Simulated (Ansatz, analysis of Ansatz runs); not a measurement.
# A hop of Br in CsLi2Br3 (Immm), charge +1

Wanted: path and barrier of a jump of Br in CsLi2Br3 (Immm) at charge +1. The case: V_Br hop (4.0 Å), in a cell of 72 host atoms with 1 Br taken out.

Method: plane-wave PAW DFT, PBEsol; nudged elastic band between two relaxed defect structures at fixed charge in a uniform background, in Ansatz 0.2.0.

### 1. The structure

The cell holds 71 atoms: 12 Cs, 24 Li and 35 Br. Its edges and angles: a = 13.853 Å, b = 11.980 Å, c = 13.179 Å, α = 90.0°, β = 90.0°, γ = 67.3°. It derives from CsLi2Br3 (space group Immm). Nearest the centre at fractional (0.458, 0.625, 0.890): Li30 at 1.75 Å, Br45 at 2.01 Å, Cs25 at 3.06 Å, Cs48 at 3.06 Å, Br20 at 3.51 Å, Br43 at 3.51 Å, Li33 at 3.74 Å, Li56 at 3.74 Å. The cell carries charge +1.

The cell's shortest repeat is 12.0 Å.

### 2. Relaxation of the start point, charge +1

A barrier is counted from a minimum, so both ends are relaxed first. Small random displacements break the symmetry of the ideal sites, so that the defect can distort if it gains by it. The charge of +1 is set by the electron count, and a uniform background keeps the cell neutral.

File qp1.start/input.yaml:

```yaml
crystal:
  lattice:
    - [13.85313549, 0.0, 0.0]
    - [4.61771183, 11.05374572, 0.0]
    - [0.0, 0.0, 13.17916514]
  atoms:
    - { symbol: Cs, position: [0.0, 0.5, 0.0] }
    - { symbol: Cs, position: [0.08333333, 0.75, 0.5] }
    - { symbol: Cs, position: [0.16666667, 0.0, 0.0] }
    - { symbol: Cs, position: [0.25, 0.25, 0.5] }
    - { symbol: Li, position: [0.0, 0.5, 0.30795837] }
    - { symbol: Li, position: [0.08333333, 0.75, 0.80795837] }
    - { symbol: Li, position: [0.16666667, 0.0, 0.30795837] }
    - { symbol: Li, position: [0.25, 0.25, 0.80795837] }
    - { symbol: Li, position: [0.0, 0.5, 0.69204163] }
    - { symbol: Li, position: [0.08333333, 0.75, 0.19204163] }
    - { symbol: Li, position: [0.16666667, 0.0, 0.69204163] }
    - { symbol: Li, position: [0.25, 0.25, 0.19204163] }
    - { symbol: Br, position: [0.0, 0.0, 0.78187172] }
    - { symbol: Br, position: [0.08333333, 0.25, 0.28187172] }
    - { symbol: Br, position: [0.16666667, 0.5, 0.78187172] }
    - { symbol: Br, position: [0.25, 0.75, 0.28187172] }
    - { symbol: Br, position: [0.0, 0.0, 0.21812828] }
    - { symbol: Br, position: [0.08333333, 0.25, 0.71812828] }
    - { symbol: Br, position: [0.16666667, 0.5, 0.21812828] }
    - { symbol: Br, position: [0.25, 0.75, 0.71812828] }
    - { symbol: Br, position: [0.0, 0.5, 0.5] }
    - { symbol: Br, position: [0.08333333, 0.75, 0.0] }
    - { symbol: Br, position: [0.16666667, 0.0, 0.5] }
    - { symbol: Br, position: [0.25, 0.25, 0.0] }
    - { symbol: Cs, position: [0.33333333, 0.5, 0.0] }
    - { symbol: Cs, position: [0.41666667, 0.75, 0.5] }
    - { symbol: Cs, position: [0.5, 0.0, 0.0] }
    - { symbol: Cs, position: [0.58333333, 0.25, 0.5] }
    - { symbol: Li, position: [0.33333333, 0.5, 0.30795837] }
    - { symbol: Li, position: [0.41666667, 0.75, 0.80795837] }
    - { symbol: Li, position: [0.5, 0.0, 0.30795837] }
    - { symbol: Li, position: [0.58333333, 0.25, 0.80795837] }
    - { symbol: Li, position: [0.33333333, 0.5, 0.69204163] }
    - { symbol: Li, position: [0.41666667, 0.75, 0.19204163] }
    - { symbol: Li, position: [0.5, 0.0, 0.69204163] }
    - { symbol: Li, position: [0.58333333, 0.25, 0.19204163] }
    - { symbol: Br, position: [0.33333333, 0.0, 0.78187172] }
    - { symbol: Br, position: [0.41666667, 0.25, 0.28187172] }
    - { symbol: Br, position: [0.58333333, 0.75, 0.28187172] }
    - { symbol: Br, position: [0.33333333, 0.0, 0.21812828] }
    - { symbol: Br, position: [0.41666667, 0.25, 0.71812828] }
    - { symbol: Br, position: [0.5, 0.5, 0.21812828] }
    - { symbol: Br, position: [0.58333333, 0.75, 0.71812828] }
    - { symbol: Br, position: [0.33333333, 0.5, 0.5] }
    - { symbol: Br, position: [0.41666667, 0.75, 0.0] }
    - { symbol: Br, position: [0.5, 0.0, 0.5] }
    - { symbol: Br, position: [0.58333333, 0.25, 0.0] }
    - { symbol: Cs, position: [0.66666667, 0.5, 0.0] }
    - { symbol: Cs, position: [0.75, 0.75, 0.5] }
    - { symbol: Cs, position: [0.83333333, 0.0, 0.0] }
    - { symbol: Cs, position: [0.91666667, 0.25, 0.5] }
    - { symbol: Li, position: [0.66666667, 0.5, 0.30795837] }
    - { symbol: Li, position: [0.75, 0.75, 0.80795837] }
    - { symbol: Li, position: [0.83333333, 0.0, 0.30795837] }
    - { symbol: Li, position: [0.91666667, 0.25, 0.80795837] }
    - { symbol: Li, position: [0.66666667, 0.5, 0.69204163] }
    - { symbol: Li, position: [0.75, 0.75, 0.19204163] }
    - { symbol: Li, position: [0.83333333, 0.0, 0.69204163] }
    - { symbol: Li, position: [0.91666667, 0.25, 0.19204163] }
    - { symbol: Br, position: [0.66666667, 0.0, 0.78187172] }
    - { symbol: Br, position: [0.75, 0.25, 0.28187172] }
    - { symbol: Br, position: [0.83333333, 0.5, 0.78187172] }
    - { symbol: Br, position: [0.91666667, 0.75, 0.28187172] }
    - { symbol: Br, position: [0.66666667, 0.0, 0.21812828] }
    - { symbol: Br, position: [0.75, 0.25, 0.71812828] }
    - { symbol: Br, position: [0.83333333, 0.5, 0.21812828] }
    - { symbol: Br, position: [0.91666667, 0.75, 0.71812828] }
    - { symbol: Br, position: [0.66666667, 0.5, 0.5] }
    - { symbol: Br, position: [0.75, 0.75, 0.0] }
    - { symbol: Br, position: [0.83333333, 0.0, 0.5] }
    - { symbol: Br, position: [0.91666667, 0.25, 0.0] }
total_charge: 1
basis:
  ecutwfc: 420
  xc_grid: 2
hamiltonian:
  xc: pbesol
kpoints:
  mp_grid: { grid: [1, 1, 1], shift: [0.25, 0.25, 0.25] }
scf:
  occupations: { method: fixed }
  max_iter: 150
output:
  forces: true
relax:
  f_tol: 0.02
  max_steps: 70
  random_displacement: { amplitude: 0.03, seed: 7808 }
```

Launch:

```bash
> ansatz run input.yaml --threads 32 --pin off --max-ram 84787MiB --backend cuda --events-out ev --progress --plain --runs-dir out --max-vram 78GiB
```

Numbers of over 12 decimals in the logs are rounded to 6 here.

The log of the run:

```text
[... repeated set-up lines and file paths are left out, and long positions are rounded to six places ...]
The last accepted step is kept in <dir> (removed where the run ends without a failure and the disk answers)
Engine: ansatz 0.2.0, aarch64-unknown-linux-gnu
Pseudopotentials: kind: paw
Pseudopotential: Cs, paw, valence charge 9, recommended cutoff 420 eV (normal), Cs.paw.azcp
Pseudopotential: Li, paw, valence charge 3, recommended cutoff 420 eV (normal), Li.paw.azcp
Pseudopotential: Br, paw, valence charge 7, recommended cutoff 420 eV (normal), Br.paw.azcp
Functional definition: PBEsol
  exchange = pbesol_x
  correlation = pbesol_c
[...]
Crystal: 71 atoms, lattice volume = 2018.113 Å³
Basis set: ecut = 420 eV, 39381 PW (Γ), exchange–correlation on 192×162×180 points (8 copies of the dense FFT grid, shifted against one another)
Bands: 283, of which v1, the nominal top of the filled ones, is band 212 counted from 1 (211 counted from 0)
Symmetry: 1 space group operations
k-points: 1
Non-local potential: Cs, projectors of the file, l = 0: 3, l = 1: 2, l = 2: 2, l = 3: 2
Non-local potential: Li, projectors of the file, l = 0: 3, l = 1: 2, l = 2: 1
Non-local potential: Br, projectors of the file, l = 0: 2, l = 1: 2, l = 2: 2
PAW form: soft (Blöchl's): semilocal exchange-correlation on the pseudo side does not see the compensation charge
PAW frozen core: Cs, regenerated for the run's functional, and the local potential with it (the file was generated under x = pbe(κ = 0.804, μ = 0.219515), c = pbe(β = 0.066725))
PAW frozen core: Br, regenerated for the run's functional, and the local potential with it (the file was generated under x = pbe(κ = 0.804, μ = 0.219515), c = pbe(β = 0.066725))
PAW one-centre angular grid: Cs, 194 points (default); XC on 64 Gauss nodes
PAW one-centre angular grid: Li, 110 points (default); XC on 64 Gauss nodes
PAW one-centre angular grid: Br, 110 points (default); XC on 64 Gauss nodes
Initial density: superposition of atomic densities (neutral atoms scaled as one to the charged cell's electrons: chi_scale 0, normalization atom), corrected by the library's trained network
Initial wavefunctions: pseudopotential atomic-orbital guess
[...]
Functional: x = pbesol(κ = 0.804, μ = 0.123457), c = pbesol(β = 0.046)
SCF iter   1: F=—  HF=-167796.870233 eV  |F-HF|=—  |Δ(HF+E_count)|=         —  Δρ=1.48e-3  dr2=1.51e-1  ethr=1.77e-3  ⟨swp⟩=7.0  Hψ=969  notcnv=0  defer=69
preconditioner: auto → Resta (q_TF=auto, 2.104 Å⁻¹)  ε∞=2.8  [insulator: Δε(μ)=3.061 eV  Ē_g=11.625 eV  n_scr=320 (ndim 8)  ℏωp=15.5 eV  f_vac=0.009  ε∞_Penn≈2.8]
SCF iter   2: F=—  HF=-167796.841026 eV  |F-HF|=—  |Δ(HF+E_count)|=   2.92e-2  Δρ=8.73e-4  dr2=4.91e-2  ethr=3.56e-5  ⟨swp⟩=5.0  Hψ=473  notcnv=0  defer=69
SCF iter   3: F=—  HF=-167796.840680 eV  |F-HF|=—  |Δ(HF+E_count)|=   3.45e-4  Δρ=2.40e-4  dr2=5.02e-3  ethr=1.16e-5  ⟨swp⟩=4.0  Hψ=434  notcnv=0  defer=61
automatic band count: iteration 3 solves 275 bands in place of 283: the levels show a gap, and the empty bands left out lie too high to hold charge; the band table lists the bands solved (type scf.n_extra_bands for more)
[...]
SCF 1 converged in 7 iterations: F = -167796.846782 eV  dr2 = 1.46e-7
  greatest PAW one-centre occupation: 0.999 electrons in one spin orbital (limit 2), on the Li atom at site 29 (counted from 0), in its partial waves of l = 0
relax step   1: F+E_penalty+E_count = -167796.84678227 eV  Δ(F+E_penalty+E_count) = +0.000e0 eV  max|allowed force component| = 6.962e-1 eV/Å  Δτ_max = 0.0000 Å  (7 SCF iters, dr2 threshold 1.00e-5 eV, accepted)
[... the SCF cycles and remarks between the steps are left out from here to the last step ...]
relax step   2: F+E_penalty+E_count = -167797.61298208 eV  Δ(F+E_penalty+E_count) = -7.662e-1 eV  max|allowed force component| = 3.257e-1 eV/Å  Δτ_max = 0.1949 Å  (6 SCF iters, dr2 threshold 3.03e-5 eV, accepted)
relax step   3: F+E_penalty+E_count = -167797.83748683 eV  Δ(F+E_penalty+E_count) = -2.245e-1 eV  max|allowed force component| = 9.239e-2 eV/Å  Δτ_max = 0.1955 Å  (6 SCF iters, dr2 threshold 6.63e-6 eV, accepted)
relax step   4: F+E_penalty+E_count = -167797.87704582 eV  Δ(F+E_penalty+E_count) = -3.956e-2 eV  max|allowed force component| = 7.007e-2 eV/Å  Δτ_max = 0.2000 Å  (7 SCF iters, dr2 threshold 6.87e-7 eV, accepted)
relax step   5: F+E_penalty+E_count = -167797.88985663 eV  Δ(F+E_penalty+E_count) = -1.281e-2 eV  max|allowed force component| = 3.232e-2 eV/Å  Δτ_max = 0.0515 Å  (6 SCF iters, accepted)
relax step   6: F+E_penalty+E_count = -167797.89268648 eV  Δ(F+E_penalty+E_count) = -2.830e-3 eV  max|allowed force component| = 3.577e-2 eV/Å  Δτ_max = 0.0386 Å  (5 SCF iters, accepted)
relax step   7: F+E_penalty+E_count = -167797.90026121 eV  Δ(F+E_penalty+E_count) = -7.575e-3 eV  max|allowed force component| = 4.062e-2 eV/Å  Δτ_max = 0.1901 Å  (6 SCF iters, accepted)
relax step   8: F+E_penalty+E_count = -167797.90184885 eV  Δ(F+E_penalty+E_count) = -1.588e-3 eV  max|allowed force component| = 1.585e-2 eV/Å  Δτ_max = 0.0233 Å  (4 SCF iters, dr2 threshold 1.65e-6 eV, accepted)
relax step   9: F+E_penalty+E_count = -167797.90184902 eV  Δ(F+E_penalty+E_count) = -1.655e-7 eV  max|allowed force component| = 1.585e-2 eV/Å  Δτ_max = 0.0000 Å  (3 SCF iters, accepted)
relax step  10: F+E_penalty+E_count = -167797.90208052 eV  Δ(F+E_penalty+E_count) = -2.315e-4 eV  max|allowed force component| = 2.371e-2 eV/Å  Δτ_max = 0.0497 Å  (6 SCF iters, accepted)
relax step  11: F+E_penalty+E_count = -167797.90331855 eV  Δ(F+E_penalty+E_count) = -1.238e-3 eV  max|allowed force component| = 3.786e-3 eV/Å  Δτ_max = 0.0131 Å  (5 SCF iters, dr2 threshold 5.62e-7 eV, accepted)
[...]
relax step  12: F+E_penalty+E_count = -167797.90331856 eV  Δ(F+E_penalty+E_count) = -1.473e-8 eV  max|allowed force component| = 3.773e-3 eV/Å  Δτ_max = 0.0000 Å  (3 SCF iters, accepted)
[...]
- { symbol: Br, position: [0.249914, 0.750517, 0.279775] }
    - { symbol: Br, position: [-4.7025274634215344e-5, 0.000937, 0.218783] }
    - { symbol: Br, position: [0.084246, 0.250207, 0.717362] }
    - { symbol: Br, position: [0.167958, 0.499586, 0.215168] }
    - { symbol: Br, position: [0.266359, 0.731365, 0.728081] }
    - { symbol: Br, position: [0.001568, 0.498885, 0.498692] }
    - { symbol: Br, position: [0.082691, 0.752912, -0.001603] }
    - { symbol: Br, position: [0.169864, -0.003395, 0.500895] }
    - { symbol: Br, position: [0.250353, 0.249416, -0.000517] }
    - { symbol: Cs, position: [0.330314, 0.500223, -0.003366] }
    - { symbol: Cs, position: [0.416460, 0.746586, 0.493643] }
    - { symbol: Cs, position: [0.499947, 0.001370, 0.005567] }
    - { symbol: Cs, position: [0.581151, 0.250627, 0.501639] }
    - { symbol: Li, position: [0.332896, 0.499954, 0.304265] }
    - { symbol: Li, position: [0.403093, 0.788042, 0.812336] }
    - { symbol: Li, position: [0.500782, -0.002031, 0.308252] }
    - { symbol: Li, position: [0.593377, 0.216376, 0.814241] }
    - { symbol: Li, position: [0.305538, 0.508324, 0.682778] }
    - { symbol: Li, position: [0.416630, 0.749654, 0.189832] }
    - { symbol: Li, position: [0.512336, -0.038830, 0.687705] }
    - { symbol: Li, position: [0.582827, 0.249999, 0.192868] }
    - { symbol: Br, position: [0.337479, 0.011657, 0.774835] }
    - { symbol: Br, position: [0.417478, 0.248150, 0.284164] }
    - { symbol: Br, position: [0.583502, 0.749068, 0.280128] }
    - { symbol: Br, position: [0.334236, -0.001212, 0.216860] }
    - { symbol: Br, position: [0.417067, 0.292182, 0.733853] }
    - { symbol: Br, position: [0.499321, 0.499892, 0.214154] }
    - { symbol: Br, position: [0.580044, 0.724629, 0.725093] }
    - { symbol: Br, position: [0.328830, 0.501759, 0.496511] }
    - { symbol: Br, position: [0.419568, 0.745969, -0.004375] }
    - { symbol: Br, position: [0.501624, -0.003748, 0.502985] }
    - { symbol: Br, position: [0.583153, 0.252973, -0.000851] }
    - { symbol: Cs, position: [0.671768, 0.497975, 0.001992] }
    - { symbol: Cs, position: [0.752506, 0.748592, 0.492302] }
    - { symbol: Cs, position: [0.834171, -0.000493, 0.002410] }
    - { symbol: Cs, position: [0.919147, 0.246610, 0.496941] }
    - { symbol: Li, position: [0.667210, 0.497583, 0.304537] }
    - { symbol: Li, position: [0.754241, 0.740852, 0.809464] }
    - { symbol: Li, position: [0.832428, 0.002061, 0.307320] }
    - { symbol: Li, position: [0.916621, 0.248660, 0.809249] }
    - { symbol: Li, position: [0.693356, 0.494841, 0.681904] }
    - { symbol: Li, position: [0.750481, 0.749764, 0.191052] }
    - { symbol: Li, position: [0.837699, -0.017473, 0.688469] }
    - { symbol: Li, position: [0.917661, 0.248746, 0.192571] }
    - { symbol: Br, position: [0.662888, -0.007924, 0.775855] }
    - { symbol: Br, position: [0.749320, 0.250318, 0.281940] }
    - { symbol: Br, position: [0.841597, 0.500378, 0.786249] }
    - { symbol: Br, position: [0.917535, 0.749900, 0.280283] }
    - { symbol: Br, position: [0.666938, -0.000521, 0.217933] }
    - { symbol: Br, position: [0.731915, 0.273236, 0.730737] }
    - { symbol: Br, position: [0.834096, 0.499309, 0.217958] }
    - { symbol: Br, position: [0.914677, 0.751788, 0.713560] }
    - { symbol: Br, position: [0.669121, 0.498498, 0.497146] }
    - { symbol: Br, position: [0.749289, 0.751206, -0.001034] }
    - { symbol: Br, position: [0.829962, 0.003792, 0.500392] }
    - { symbol: Br, position: [0.918337, 0.247931, -0.000325] }
```

It took 7.8 s on 1 × NVIDIA GB200 with 32 threads of Arm Neoverse V2, shared host; peak memory 1.4 GiB.

The steps of the relaxation:

```csv
step,energy less that of the first step (eV),largest force component (eV/Å)
1,0.0000,0.6962
2,-0.7662,0.3257
3,-0.9907,0.0924
4,-1.0303,0.0701
5,-1.0431,0.0323
6,-1.0459,0.0358
7,-1.0535,0.0406
8,-1.0551,0.0158
9,-1.0551,0.0159
10,-1.0553,0.0237
11,-1.0565,0.0038
12,-1.0565,0.0038
```

The atoms that moved most (Å, from the sites as typed, ahead of the random displacement, the mean shift of all atoms taken out):

```csv
atom,dx,dy,dz,length
Br41,0.197,0.468,0.213,0.551
Li35,-0.011,-0.427,-0.051,0.431
Li30,-0.015,0.422,0.064,0.427
Li32,-0.019,-0.370,0.089,0.381
Li33,-0.350,0.094,-0.116,0.380
Li56,0.343,-0.055,-0.128,0.370
Br65,-0.146,0.259,0.172,0.343
Br43,-0.166,-0.279,0.098,0.339
```

Neighbours of Br45 at the end:

```csv
atom,distance (Å)
Li30,2.460
Li34,2.560
Cs25,3.606
Cs48,3.611
Cs27,3.639
Cs3,3.657
Br42,3.962
Br40,4.039
```

Numbers from this step:

```yaml
free_energy: -167797.9033 eV
r_m_s_move_of_the_farther_half_of_the_atoms: 0.06497 Å
largest_move_from_the_ideal_geometry_of_this_structure_a_common_shift_of_the_far_atoms_taken_out: 0.5363 Å
```

The relaxation gained 1.057 eV and ended with a largest force component of 0.0038 eV/Å.

### 3. Relaxation of the end point, charge +1

The end point is relaxed in the same cell and settings, so that the two energies compare. Atoms more than 3.2 Å from the middle of the hop start where the first relaxation left them, the nearer ones on or close to their ideal places, with small random displacements.

File qp1.end/input.yaml:

```yaml
crystal:
  lattice:
    - [13.85313549, 0.0, 0.0]
    - [4.61771183, 11.05374572, 0.0]
    - [0.0, 0.0, 13.17916514]
  atoms:
    - { symbol: Cs, position: [-0.00037103, 0.50101126, 0.00676334] }
    - { symbol: Cs, position: [0.08049467, 0.75452641, 0.49630436] }
[... 17 atom lines left out ...]
    - { symbol: Br, position: [0.26590538, 0.73210347, 0.72890357] }
[... 4 atom lines left out ...]
    - { symbol: Cs, position: [0.33333333, 0.5, 0.0] }
[... 4 atom lines left out ...]
    - { symbol: Li, position: [0.41666667, 0.75, 0.80795837] }
[... 2 atom lines left out ...]
    - { symbol: Li, position: [0.30508478, 0.50906284, 0.6836007] }
    - { symbol: Li, position: [0.41617693, 0.75039212, 0.19065449] }
[... 2 atom lines left out ...]
    - { symbol: Br, position: [0.33702513, 0.01239513, 0.77565767] }
[... 4 atom lines left out ...]
    - { symbol: Br, position: [0.49886763, 0.50063045, 0.21497629] }
    - { symbol: Br, position: [0.57959071, 0.72536692, 0.72591547] }
[... 1 atom line left out ...]
    - { symbol: Br, position: [0.5, 0.5, -0.22091] }
[... 1 atom line left out ...]
    - { symbol: Br, position: [0.58269959, 0.25371164, -2.836e-05] }
    - { symbol: Cs, position: [0.66666667, 0.5, 0.0] }
[... 7 atom lines left out ...]
    - { symbol: Li, position: [0.6929028, 0.49557914, 0.68272638] }
[... 14 atom lines left out ...]
    - { symbol: Br, position: [0.91788391, 0.24866965, 0.00049737] }
total_charge: 1
basis:
  ecutwfc: 420
  xc_grid: 2
hamiltonian:
  xc: pbesol
kpoints:
  mp_grid: { grid: [1, 1, 1], shift: [0.25, 0.25, 0.25] }
scf:
  occupations: { method: fixed }
  max_iter: 150
output:
  forces: true
relax:
  f_tol: 0.02
  max_steps: 70
  random_displacement: { amplitude: 0.01, seed: 7808 }
```

The log of the run:

```text
[...]
Crystal: 71 atoms, lattice volume = 2018.113 Å³
Basis set: ecut = 420 eV, 39381 PW (Γ), exchange–correlation on 192×162×180 points (8 copies of the dense FFT grid, shifted against one another)
Bands: 283, of which v1, the nominal top of the filled ones, is band 212 counted from 1 (211 counted from 0)
Symmetry: 1 space group operations
k-points: 1
[...]
SCF iter   1: F=—  HF=-167796.087654 eV  |F-HF|=—  |Δ(HF+E_count)|=         —  Δρ=1.45e-3  dr2=1.04e-1  ethr=1.77e-3  ⟨swp⟩=6.0  Hψ=1265  notcnv=0  defer=69
[...]
SCF iter   4: F=—  HF=-167796.072955 eV  |F-HF|=—  |Δ(HF+E_count)|=   5.11e-3  Δρ=7.23e-5  dr2=3.50e-4  ethr=7.09e-7  ⟨swp⟩=4.0  Hψ=492  notcnv=0  defer=61
[...]
SCF iter   7: F=-167796.073962 eV  HF=-167796.073961 eV  |F-HF|=3.57e-7  |Δ(HF+E_count)|=   3.91e-6  Δρ=2.18e-6  dr2=1.86e-7  ethr=4.56e-10  ⟨swp⟩=2.0  Hψ=854  notcnv=0
[...]
- { symbol: Li, position: [0.417127, 0.749989, 0.774887] }
    - { symbol: Li, position: [0.499688, -0.000449, 0.307728] }
    - { symbol: Li, position: [0.588265, 0.235438, 0.809792] }
    - { symbol: Li, position: [0.333303, 0.500693, 0.692727] }
    - { symbol: Li, position: [0.416619, 0.749908, 0.224454] }
    - { symbol: Li, position: [0.500977, -0.003119, 0.692540] }
    - { symbol: Li, position: [0.588102, 0.236453, 0.191233] }
[...]
- { symbol: Cs, position: [0.675176, 0.489992, -0.000176] }
    - { symbol: Cs, position: [0.752364, 0.749021, 0.499197] }
    - { symbol: Cs, position: [0.835275, -0.003835, 0.000616] }
    - { symbol: Cs, position: [0.916741, 0.249702, 0.500513] }
[...]
- { symbol: Li, position: [0.667417, 0.497372, 0.692386] }
    - { symbol: Li, position: [0.752176, 0.746256, 0.192154] }
    - { symbol: Li, position: [0.833312, -0.001859, 0.691454] }
    - { symbol: Li, position: [0.917047, 0.249936, 0.193218] }
[...]
- { symbol: Br, position: [0.665103, 0.498455, 0.500047] }
    - { symbol: Br, position: [0.741135, 0.750077, 4.3113485643678875e-5] }
    - { symbol: Br, position: [0.832360, 0.001576, 0.500090] }
    - { symbol: Br, position: [0.917165, 0.250073, 0.000490] }
[key lines of the parts left out:]
SCF converged after 6 iterations
```

Run time: 4.2 s. Hardware: 1 × NVIDIA GB200 with 32 threads; peak memory 1.5 GiB; 15 s of CPU time.

Step by step:

```csv
step,energy less that of the first step (eV),largest force component (eV/Å)
1,0.0000,0.8434
2,-0.9252,0.3780
3,-1.3582,0.1797
4,-1.4694,0.0511
5,-1.4884,0.0139
```

The atoms that moved most (Å, from the sites as typed, ahead of the random displacement, the mean shift of all atoms taken out):

```csv
atom,dx,dy,dz,length
Br41,-0.200,-0.466,-0.140,0.526
Li34,0.003,-0.005,0.447,0.447
Li30,0.005,0.000,-0.434,0.434
Br37,-0.086,-0.322,0.246,0.414
Br43,0.237,0.255,-0.191,0.397
Li35,0.009,0.387,0.055,0.391
Li33,0.351,-0.092,0.122,0.383
Li56,-0.346,0.020,0.129,0.370
```

Neighbours of Br45 at the end:

```csv
atom,distance (Å)
Li30,2.589
Li33,2.655
Li56,2.680
Li32,3.118
Cs25,3.614
Cs48,3.637
Br43,3.666
Br20,3.669
```

Numbers from this step:

| Item | Value |
| --- | --- |
| free energy | -167797.5624 eV |
| r.m.s. move of the farther half of the atoms | 0.05103 Å |
| largest move from the ideal geometry of this structure, a common shift of the far atoms taken out | 0.4344 Å |

The relaxation gained 1.488 eV and ended with a largest force component of 0.014 eV/Å. The end lies 0.341 eV above the start.

(Continued in part 2 of 3.)

[Logs are printed without paths, hosts, clocks, repeated set-up lines and the standing remarks that a program may print on its own settings, such as how far it seeks lower states.]

[Hosts, paths, dates, database ids (printed as entryN), source tags and the programs' standing remarks are cut or masked in the printed files.]
